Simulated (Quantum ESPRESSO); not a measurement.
**BaZrO3 (Pm-3m): zone-centre phonons**

Which modes does BaZrO3 (Pm-3m) have at the zone centre?

Main program and level: Quantum ESPRESSO 7.5; DFT LDA, scalar-relativistic, plane waves, PseudoDojo norm-conserving pseudopotentials.

**Measured values to reproduce.**

“EXAFS study of lead-free relaxor ferroelectric BaTi(1-x)Zr(x)O3 at the Zr K-edge” (2006, arxiv:cond-mat/0602127) reports for BaZrO3, cubic perovskite, by X-ray diffraction (solid-state synthesised powder, 300 K): lattice constant a (cubic cell parameter) 4.192 ± 0.001 Å.

“Broadband dielectric spectroscopy of Ba(Zr,Ti)O3: dynamics of relaxors and diffuse ferroelectrics” (2013, arxiv:1312.3131) quotes from earlier work for BaZrO3, cubic perovskite (ceramic, earlier study, 300 K): static dielectric constant (static permittivity) about 36 [polycrystalline ceramic; value quoted from the authors' earlier paper].

For BaZrO3, cubic perovskite (polycrystalline, earlier work), “Lattice dynamics and Raman spectrum of BaZrO3 single crystals” (2019, arxiv:1907.02008) quotes earlier work: infrared mode (TO1 at Gamma, T1u) 116 cm⁻¹ [Literature IR value quoted for comparison; temperature and sample not stated in passage]; infrared mode (TO2 at Gamma, T1u) 214 cm⁻¹ [Literature IR value quoted for comparison; temperature and sample not stated in passage]; infrared mode (TO3 at Gamma, T1u) 520 cm⁻¹ [Literature IR value quoted for comparison; temperature and sample not stated in passage].

Most raw output is cut from this account.

### Step 1. The structure

The structure is cubic, space group Pm-3m (No. 221). The conventional cell has a = 4.191 Å, b = 4.191 Å, c = 4.191 Å, α = 90.00°, β = 90.00°, γ = 90.00°. Nearest to Ba lie 12 O at 2.96 Å. Nearest to Zr lie 6 O at 2.10 Å. Nearest to O lie 2 Zr at 2.10 Å and 4 Ba at 2.96 Å. Farther neighbours and most contacts between anions are not listed.

Coordinates:

```cif
data_structure
_symmetry_space_group_name_H-M 'Pm-3m'
_symmetry_Int_Tables_number 221
_cell_length_a 4.1913
_cell_length_b 4.1913
_cell_length_c 4.1913
_cell_angle_alpha 90.000
_cell_angle_beta 90.000
_cell_angle_gamma 90.000
_cell_volume 73.63
loop_
_atom_site_label
_atom_site_type_symbol
_atom_site_symmetry_multiplicity
_atom_site_Wyckoff_symbol
_atom_site_fract_x
_atom_site_fract_y
_atom_site_fract_z
_atom_site_occupancy
Ba1 Ba 1 a 0.00000 0.00000 0.00000 1
Zr1 Zr 1 b 0.50000 0.50000 0.50000 1
O1 O 3 c 0.00000 0.50000 0.50000 1
```

### Step 2. A probe with smearing

A cheap run with smearing and empty bands tells whether the crystal has a gap, which decides between fixed occupations and smearing later on.

The input, probe.in:

```
&CONTROL
  calculation = 'scf'
  prefix      = 'x'
  outdir      = './tmp'
  pseudo_dir  = './pseudo'
  tprnfor     = .true.
  tstress     = .true.
  verbosity   = 'high'
/
&SYSTEM
  ibrav       = 1
  celldm(1)   = 7.9204847
  nat         = 5
  ntyp        = 3
  ecutwfc     = 92.0
  occupations = 'smearing'
  smearing    = 'gaussian'
  degauss     = 0.01
/
&ELECTRONS
  conv_thr         = 1.0d-07
  mixing_beta      = 0.7
  electron_maxstep = 100
/
ATOMIC_SPECIES
 Ba    137.3270  Ba.upf
 Zr     91.2240  Zr.upf
 O      15.9990  O.upf
ATOMIC_POSITIONS crystal
 Ba     0.000000000   0.000000000   0.000000000
 Zr     0.500000000   0.500000000   0.500000000
 O      0.000000000   0.500000000   0.500000000
 O      0.500000000   0.000000000   0.500000000
 O      0.500000000   0.500000000   0.000000000
K_POINTS automatic
 4 4 4 0 0 0
```

Command:

```
$ OMP_NUM_THREADS=1 mpirun -n 8 pw.x -nk 8 -in probe.in > probe.out
```

Run time: 5.8 s. Hardware: 8 MPI ranks of Arm Neoverse V2, shared host; 46 s of CPU time.

Numbers from this step:

```
volume per atom   : 14.73 Å³
pressure          : -4.897 GPa
gap on the k-mesh : 3.105 eV
```

A gap of 3.1 eV opens on this mesh, so the crystal is taken as an insulator; the start stands at -4.9 GPa.

### Step 3. Relaxation

The relaxation runs at a cutoff a fifth above that of the response, since stress converges more slowly with the basis than frequencies do. Forces and stress are brought to rest with tight thresholds.

The input, relax.in:

```
&CONTROL
  calculation   = 'vc-relax'
  prefix        = 'x'
  outdir        = './tmp'
  pseudo_dir    = './pseudo'
  tprnfor       = .true.
  tstress       = .true.
  forc_conv_thr = 2.0d-05
  etot_conv_thr = 1.0d-07
  nstep         = 40
/
&SYSTEM
  ibrav       = 1
  celldm(1)   = 7.9204847
  nat         = 5
  ntyp        = 3
  ecutwfc     = 110
  occupations = 'fixed'
  nbnd        = 22
/
&ELECTRONS
  conv_thr         = 1.0d-11
  mixing_beta      = 0.7
  electron_maxstep = 100
/
&IONS
/
&CELL
  press_conv_thr = 0.2
/
ATOMIC_SPECIES
 Ba    137.3270  Ba.upf
 Zr     91.2240  Zr.upf
 O      15.9990  O.upf
ATOMIC_POSITIONS crystal
 Ba     0.000000000   0.000000000   0.000000000
 Zr     0.500000000   0.500000000   0.500000000
 O      0.000000000   0.500000000   0.500000000
 O      0.500000000   0.000000000   0.500000000
 O      0.500000000   0.500000000   0.000000000
K_POINTS automatic
 6 6 6 0 0 0
```

Command:

```
$ OMP_NUM_THREADS=1 mpirun -n 8 pw.x -nk 8 -in relax.in > relax.out
```

Elapsed: 67 s, on 8 MPI ranks; 8.9 min of CPU time.

Relaxation path:

```csv
step,energy less that of the first step (eV),largest force (eV/Å),pressure (GPa),volume (Å³)
1,0.0000,0.0000,-4.91,73.63
2,-0.0333,0.0000,-0.84,71.80
3,-0.0342,0.0000,0.04,71.44
4,-0.0342,0.0000,0.00,71.46
5,-0.0342,0.0000,0.00,71.46
6,-0.0342,0.0000,0.00,71.46
```

```csv
"conventional cell, symmetrised",before,after,change
a (Å),4.191,4.150,-1.0 %
b (Å),4.191,4.150,-1.0 %
c (Å),4.191,4.150,-1.0 %
volume (Å³/atom),14.73,14.29,-3.0 %
```

The relaxed structure:

```cif
data_structure
_symmetry_space_group_name_H-M 'P 1'
_symmetry_Int_Tables_number 1
_cell_length_a 4.1497
_cell_length_b 4.1497
_cell_length_c 4.1497
_cell_angle_alpha 90.000
_cell_angle_beta 90.000
_cell_angle_gamma 90.000
_cell_volume 71.46
loop_
_atom_site_label
_atom_site_type_symbol
_atom_site_fract_x
_atom_site_fract_y
_atom_site_fract_z
_atom_site_occupancy
Ba1 Ba 0.00000 0.00000 0.00000 1
Zr2 Zr 0.50000 0.50000 0.50000 1
O3 O 0.00000 0.50000 0.50000 1
O4 O 0.50000 0.00000 0.50000 1
O5 O 0.50000 0.50000 0.00000 1
```

The last row of the table of steps is pw.x's closing run on a basis chosen anew for the final cell, so its energy can jump.

Numbers from this step:

| Quantity | Value |
| --- | --- |
| volume per atom | 14.29 Å³ |
| pressure | 0 GPa |
| gap on the k-mesh | 3.173 eV |

The volume changes by -3.0 % from the cell with which this run began.

### Step 4. Self-consistent run for the response

Perturbation theory inherits every error of the wavefunctions, so the threshold is set near the limit of the arithmetic. With a gap, occupations are fixed, which also allows the response to an electric field.

The input, scf.in:

```
&CONTROL
  calculation = 'scf'
  prefix      = 'x'
  outdir      = './tmp'
  pseudo_dir  = './pseudo'
  tprnfor     = .true.
  tstress     = .true.
/
&SYSTEM
  ibrav       = 1
  celldm(1)   = 7.84170805
  nat         = 5
  ntyp        = 3
  ecutwfc     = 92.0
  occupations = 'fixed'
  nbnd        = 22
/
&ELECTRONS
  conv_thr         = 1.0d-12
  mixing_beta      = 0.7
  electron_maxstep = 100
/
ATOMIC_SPECIES
 Ba    137.3270  Ba.upf
 Zr     91.2240  Zr.upf
 O      15.9990  O.upf
ATOMIC_POSITIONS crystal
 Ba     0.000000000   0.000000000   0.000000000
 Zr     0.500000000   0.500000000   0.500000000
 O      0.000000000   0.500000000   0.500000000
 O      0.500000000   0.000000000   0.500000000
 O      0.500000000   0.500000000   0.000000000
K_POINTS automatic
 8 8 8 0 0 0
```

Command:

```
$ OMP_NUM_THREADS=1 mpirun -n 8 pw.x -nk 8 -in scf.in > scf.out
```

Run time: 17 s. Hardware: 8 MPI ranks; 2.2 min of CPU time.

This step gave:

```yaml
pressure: 0.001 GPa
```

The cell stands at 0.001 GPa, close enough for phonons.

### Step 5. Zone-centre response

At q = 0 one unit cell holds all displacements; symmetry groups them into irreducible representations that are solved one by one. The response to a field gives ε∞ and the Born charges, which polar modes need.

The input, ph.in:

```
phonons
&INPUTPH
  prefix = 'x'
  outdir = './tmp'
  fildyn = 'g.dyn'
  tr2_ph = 1.0d-18
  epsil  = .true.
/
0.000000000000 0.000000000000 0.000000000000
```

Command:

```
$ OMP_NUM_THREADS=1 mpirun -n 8 ph.x -nk 8 -in ph.in > ph.out
```

It took 9.3 min on 8 MPI ranks; 74 min of CPU time.

This step gave:

```yaml
miss_of_the_charge_sum_rule: 6.30e-4 e
largest_acoustic_frequency_at_the_zone_centre_before_the_sum_rule: -2.43 cm⁻¹
highest_optical_zone_centre_mode_no_lo_to_term: 524.5 cm⁻¹
lowest_optical_zone_centre_mode: 97.52 cm⁻¹
mean_high_frequency_dielectric_constant: 4.894
largest_born_charge_in_size_third_of_the_trace: 6.111 e
```

Born charge (rows field, columns displacement), before the sum rule (e), principal values of the symmetric part by kind of site:

```csv
atom,atoms with these values,low,middle,high,mean
Ba1,1,2.74,2.74,2.74,2.74
Zr2,1,6.11,6.11,6.11,6.11
O3,3,-4.80,-2.03,-2.03,-2.95
```

In full for Ba1:

```
2.74 0.00 0.00
0.00 2.74 0.00
0.00 0.00 2.74
```

High-frequency dielectric tensor:

```
4.89 0.00 0.00
0.00 4.89 0.00
0.00 0.00 4.89
```

The acoustic modes at Γ come out as far as 2.4 cm⁻¹ from zero, where they should vanish, a small numerical error; the Born charges miss their sum rule by 6.3e-4 e, which is good.

### Step 6. Modes with the sum rule

A rigid shift of the crystal must cost nothing, but grids and finite bases break this; the acoustic sum rule is imposed before the matrix is diagonalised again. With Born charges the intensities follow, and the static dielectric tensor.

The input, dynmat.in:

```
&INPUT
  fildyn = 'g.dyn'
  asr    = 'simple'
  fileig = 'dynmat.eig'
  lperm  = .true.
/
```

Command:

```
$ dynmat.x -in dynmat.in > dynmat.out
```

Wall time 0.47 s (1 thread).

Numbers from this step:

```
lowest optical zone-centre mode : 97.63 cm⁻¹
mean static dielectric constant : 63.64
```

Unit eigenvectors of the mass-weighted matrix after the sum rule; no LO-TO term. Modes at Γ, with each element's share of the kinetic energy:

```csv
mode,frequency (cm⁻¹),symmetry,Ba %,Zr %,O %
1,0.0,acoustic,50,33,17
2,0.0,acoustic,50,33,17
3,0.0,acoustic,50,33,17
4,97.6,T1u,42,9,49
5,97.6,T1u,42,9,49
6,97.6,T1u,42,9,49
7,173.1,T2u,0,0,100
8,173.1,T2u,0,0,100
9,173.1,T2u,0,0,100
10,194.8,T1u,8,56,36
11,194.8,T1u,8,56,36
12,194.8,T1u,8,56,36
13,524.5,T1u,0,2,97
14,524.5,T1u,0,2,97
15,524.5,T1u,0,2,97
```

Displacements in mode 6 (97.6 cm⁻¹), the largest set to 1:
```
Ba1  0.01  0.01  0.48
Zr2 -0.01  0.00 -0.27
O3  -0.01 -0.01 -1.00
O4  -0.02 -0.01 -1.00
O5  -0.02 -0.01 -0.59
```

Displacements in mode 14 (524.5 cm⁻¹), the largest set to 1:
```
Ba1  0.00  0.00 -0.01
Zr2  0.00  0.00 -0.07
O3   0.00  0.00 -0.26
O4   0.00  0.00 -0.26
O5   0.00  0.00  1.00
```

Degenerate modes summed, no LO-TO term. Lines of the infrared spectrum (strongest = 100):

```csv
position (cm⁻¹),lines merged,label,"IR intensity, relative"
98,3,T1u,58
173,3,T2u,0.0
195,3,T1u,94
525,3,T1u,100
```

Static dielectric tensor (ions relaxed, fixed cell):

```
63.64  0.00  0.00
 0.00 63.64  0.00
 0.00  0.00 63.64
```

The rule moves no optical mode by more than 0.2 cm⁻¹.

### Step 7. Modes along a direction of q (1 0 0)

A longitudinal polar mode sets up a macroscopic field that stiffens it; the term hangs on the direction from which q goes to zero.

The input, dynmat.in:

```
&INPUT
  fildyn = 'g.dyn'
  asr    = 'simple'
  fileig = 'dynmat.eig'
  q(1)   = 1.0
  q(2)   = 0.0
  q(3)   = 0.0
/
```

Command:

```
$ dynmat.x -in dynmat.in > dynmat.out
```

The job ended after 0.47 s (1 thread).

Numbers from this step:

```
highest mode moved by the LO-TO term : 713.9 cm⁻¹
```

Zone-centre frequencies as printed; negative means imaginary. Modes:

```csv
mode,frequency (cm⁻¹)
1,0
2,0
3,0
4,97.63
5,97.63
6,137.8
7,173.1
8,173.1
9,173.1
10,194.8
11,194.8
12,365.7
13,524.5
14,524.5
15,713.9
```

The field moves 3 modes; the highest of them now lies at 714 cm⁻¹, where the highest that moved away lay at 524.

### Step 8. What came out

* space group after relaxation: Pm-3m
* volume per atom: 14.3 Å³
* gap on the k-mesh: 3.17 eV
* highest optical zone-centre mode (no LO-TO term): 524.5 cm⁻¹
* lowest optical zone-centre mode: 97.6 cm⁻¹
* highest mode moved by the LO-TO term: 713.9 cm⁻¹
* mean high-frequency dielectric constant: 4.89
* largest Born charge in size (third of the trace): 6.11 e
* mean static dielectric constant: 63.6
* imaginary optical modes at the zone centre (no q mesh in this session): none

In words: At the LDA level the optical modes of BaZrO3 (Pm-3m) at the zone centre (no LO-TO term) run from 98 to 525 cm⁻¹. Along the directions run, the highest mode that the macroscopic field moves lies at 714 cm⁻¹. Lattice motion raises the mean dielectric constant from 4.894 to 63.64. Of the 12 optical modes, 9 are infrared active alone and 3 are silent. These are harmonic frequencies at zero temperature: anharmonic shifts and linewidths and thermal expansion are left out. Spin-orbit coupling is left out, which can matter for the heavy elements here. The published file for Ba has no f projectors, which tends to make oxide cells too large.

Comparison with the measured values:

```
                                       quantity  measured  LDA PseudoDojo norm-conserving, Quantum ESPRESSO
                         lattice constant a (Å)     4.192                                    4.150 (-1.0 %)
static dielectric constant (mean of the tensor)        36                                   63.64 (+76.8 %)
        infrared mode, TO1 at Gamma, T1u (cm⁻¹)       116                                      98 (-15.9 %)
        infrared mode, TO2 at Gamma, T1u (cm⁻¹)       214                                      195 (-9.0 %)
        infrared mode, TO3 at Gamma, T1u (cm⁻¹)       520                                      524 (+0.9 %)
```

Measured values from arxiv:cond-mat/0602127 (2006), arxiv:1312.3131 (2013) and arxiv:1907.02008 (2019).

Verdict: Measured modes were matched to the nearest mode of that symmetry; at LDA PseudoDojo norm-conserving, Quantum ESPRESSO, 3 of them have a partner, and the computed frequencies miss them by 8.6 % on average (mean signed -8.0 %), which is a clear miss. The lattice constant a is off by -1.0 %: fair agreement. The static dielectric constant is off by +76.8 %. The grades are ours: good and fair within 0.7 and 1.5 % for the lattice constant a, 10 and 25 % for the static dielectric constant and 3 and 7 % for the infrared mode. For lattice constants, static dielectric constant and infrared mode the calculation has a static lattice, without zero-point motion or thermal expansion (measured at up to 300 K).

[Host names and launcher messages were left out of these logs when they were recorded.]

[Logs are printed without paths, hosts, clocks, repeated set-up lines and the standing remarks that a program may print on its own settings, such as how far it seeks lower states.]

[Hosts, paths, dates, database ids (printed as entryN), source tags and the programs' standing remarks are cut or masked in the printed files.]
